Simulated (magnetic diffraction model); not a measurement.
# TbPr2Mn2In4Si6 below its ordering temperature

Space group I4/mmm (no. 139), a = 4.2260 Å, c = 33.9550 Å.

```
site  atom    x    y       z
  2a    Tb    0    0       0
  4e    Pr    0    0  0.3318
  8g    In  1/2    0  0.4168
  4d    Mn    0  1/2     1/4
  4e    Si    0    0  0.4571
  4e    Si  1/2  1/2  0.2922
  4e    Si    0    0  0.1227
```

This is a made-up structure (elements placed in a structure type, unrelaxed), so the numbers test the method and describe no known phase.

Only Tb and Pr are taken to order (form factors of Tb3+ and Pr3+); orders and moment sizes are assumed, and not adapted to the symmetry. Radiation: neutrons of λ = 1.594 Å, 3° to 55°; isotropic B of 0.27 Å² (Tb), 0.29 Å² (Pr), 0.29 Å² (In), 0.38 Å² (Mn) and 0.38 Å² (Si). The intensities are simulated: I ∝ L Σ (|F_N|² + |F_M⊥|²) for unpolarised neutrons, with F_M = 2.695 fm/μB × Σ f(s) S exp(2πi Q·r) exp(−B s²) at Q = H ± k (one set where k and −k are equivalent), only the part normal to Q counting and L = 1/(sin²θ cos θ). For collinear order S is the moment m, which repeats by lattice and centring translations R with the sign exp(−2πi k·R). Form factors are spin-only for 3d ions and dipole or tabulated for f ions, scattering lengths are Sears's of 1992, and absorption is left out. A label names one of the reflections at its angle. The strongest nuclear line in the range is 100, and lines under 0.2 are left out.

Above the ordering temperature:

```
2θ (°)     index      I
  5.38   (0 0 2)  100.0
 10.78   (0 0 4)   11.9
 16.19   (0 0 6)    1.5
 21.65   (0 0 8)    3.7
 21.91   (1 0 1)    0.7
 25.67   (1 0 5)    0.3
 27.15  (0 0 10)    4.8
 28.97   (1 0 7)    0.4
 30.94   (1 1 0)   19.7
 31.43   (1 1 2)    5.8
 32.85   (1 1 4)   11.1
 32.90   (1 0 9)   40.4
 35.11   (1 1 6)   17.4
 37.29  (1 0 11)    0.3
 38.08   (1 1 8)    7.4
 38.37  (0 0 14)    1.6
 41.62  (1 1 10)    2.5
 44.12  (0 0 16)    0.5
 44.32   (2 0 0)   23.9
 44.68   (2 0 2)    6.4
 45.65  (1 1 12)    5.2
 45.75   (2 0 4)    2.9
```
(The table stops after 22 lines; 9 more lie at higher angle.)

Below it (cell unchanged):

```tsv
2θ (°)	I
5.38	100.0
8.08	15.5
10.78	11.9
13.48	34.2
16.19	1.5
18.91	15.4
21.65	3.7
21.74	1.8
21.91	0.7
22.41	23.9
24.32	21.6
24.39	1.4
25.67	0.3
27.15	4.8
27.23	2.9
28.97	0.4
29.93	6.2
30.87	16.8
30.94	19.7
31.06	10.5
31.43	5.8
32.03	1.5
32.85	11.1
32.90	40.4
33.88	10.2
35.05	11.7
35.11	17.4
35.53	3.4
36.51	8.6
37.29	0.3
38.08	7.4
38.37	1.6
39.63	1.3
39.78	1.1
41.23	0.3
41.62	2.5
```
(The table stops after 36 lines; 32 more lie at higher angle.)

**Question.** Find the propagation vector, then choose among these models:
A. collinear moments along [111], 8.1 μB on Tb and 2 μB on Pr; signs + at (0, 0, 0), − at (0, 0, 0.3318), + at (1/2, 1/2, 0.1682)
B. collinear moments along [111], 8.1 μB on Tb and 2 μB on Pr; signs + at (0, 0, 0), + at (0, 0, 0.3318), − at (1/2, 1/2, 0.1682)
C. collinear moments along [100], 8.1 μB on Tb and 2 μB on Pr; signs + at (0, 0, 0), − at (0, 0, 0.3318), + at (1/2, 1/2, 0.1682)
D. collinear moments along [100], 8.1 μB on Tb and 2 μB on Pr; signs + at (0, 0, 0), + at (0, 0, 0.3318), − at (1/2, 1/2, 0.1682)

The new lines index as (0 0 3) at 8.08°, (0 0 5) at 13.48°, (0 0 7) at 18.91° and (0 1 0) at 21.74°, that is as H ± k with k = (1 0 0). The indices are whole but break the lattice centring, so the moments reverse under a centring translation, those with k·t a half-integer. Below the range, at 2.69°, lies the magnetic line (0 0 1) with 861.

Magnetic intensity, observed (below minus above) and for each model:

| 2θ (°) | index | observed | A | B | C | D |
| --- | --- | --- | --- | --- | --- | --- |
| 8.08 | (0 0 3) | 15.5 | 0.5 | 4.1 | 15.5 | 136.2 |
| 13.48 | (0 0 5) | 34.2 | 1.0 | 0.3 | 34.2 | 11.3 |
| 21.74 | (0 1 0) | 1.8 | 3.6 | 33.9 | 1.8 | 17.2 |
| 22.41 | (1 0 2) | 23.9 | 41.9 | 14.3 | 23.9 | 8.2 |
| 24.32 | (1 0 4) | 21.6 | 28.7 | 10.9 | 21.6 | 8.2 |
| 27.23 | (1 0 6) | 2.9 | 2.8 | 26.7 | 2.9 | 28.2 |
| 31.06 | (1 1 1) | 10.5 | 20.4 | 7.2 | 10.5 | 3.7 |
| 32.03 | (1 1 3) | 1.5 | 2.6 | 26.2 | 1.5 | 15.1 |

Model C matches.

The structure used: k = (1 0 0), collinear moments along [100], 8.1 μB on Tb and 2 μB on Pr; signs + at (0, 0, 0), − at (0, 0, 0.3318), + at (1/2, 1/2, 0.1682).

[Logs are printed without paths, hosts, clocks, repeated set-up lines and the standing remarks that a program may print on its own settings, such as how far it seeks lower states.]
